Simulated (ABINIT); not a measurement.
Planning a run of ABINIT 10.8.3 on Selenium (P3_121, 3 atoms a cell). The input:

```
acell 3*1.0 Angstrom
rprim 
  4.366199999998 0.000000000000 0.000000000000
  -2.183099999999 3.781240118002 0.000000000000
  0.000000000000 0.000000000000 4.953600000000
ntypat 1
znucl 34
natom 3
typat 1 1 1
xred 
  0.225400000000 -0.000000000000 0.333333333333
  -0.000000000000 0.225400000000 0.666666666667
  0.774600000000 0.774600000000 0.000000000000
pp_dirpath "pseudos"
pseudos "Se.upf"
ecut 48
ngkpt 3 3 2
nshiftk 1
shiftk 0 0 0
kptopt 1
chksymbreak 0
istwfk *1
occopt 1
irdwfk 1
optdriver 4
nband 97
gwcalctyp 28
ecutsigx 48
symsigma 0
nkptgw 6
kptgw 
  0.0000000000 0.0000000000 0.0000000000
  0.3333333333 0.0000000000 0.0000000000
  0.3333333333 0.3333333333 0.0000000000
  0.0000000000 0.0000000000 0.5000000000
  0.3333333333 0.0000000000 0.5000000000
  0.3333333333 0.3333333333 0.5000000000
bdgw 
  31 53
  31 53
  31 53
  31 53
  31 53
  31 53
ecuteps 4
irdscr 1
ppmodel 1
rhoqpmix 0.3
indata_prefix "in"
outdata_prefix "out"
tmpdata_prefix "tmp"
```

```sh
OMP_NUM_THREADS=1 mpirun -n 4 abinit run.abi > log
```

Question: Estimate wall time and host memory on 4 MPI ranks of Intel Xeon 6975P-C (Granite Rapids), shared host.

It took 2 min; on shared hardware allow 60 s to 4 min. Peak host memory was 2.5 GiB.

[Paths, hosts, dates, memory and timing lines, banners, echoed tables and standing remarks are left out of the program output.]

[Logs are printed without paths, hosts, clocks, repeated set-up lines and the standing remarks that a program may print on its own settings, such as how far it seeks lower states.]

[Runs of the session that timed out or met a known fault of the program may be left out.]

[Hosts, paths, dates, database ids (printed as entryN), source tags and the programs' standing remarks are cut or masked in the printed files.]

[G0W0 gaps are taken among the corrected bands and points alone; a level outside them can change the order at an edge.]

[Where Ansatz stands beside ABINIT at settings called matched, ABINIT's density can come from a denser mesh and the files from another edition; pairs whose starting gaps differed by over 0.03 eV were left out, so agreement reads better than it is.]
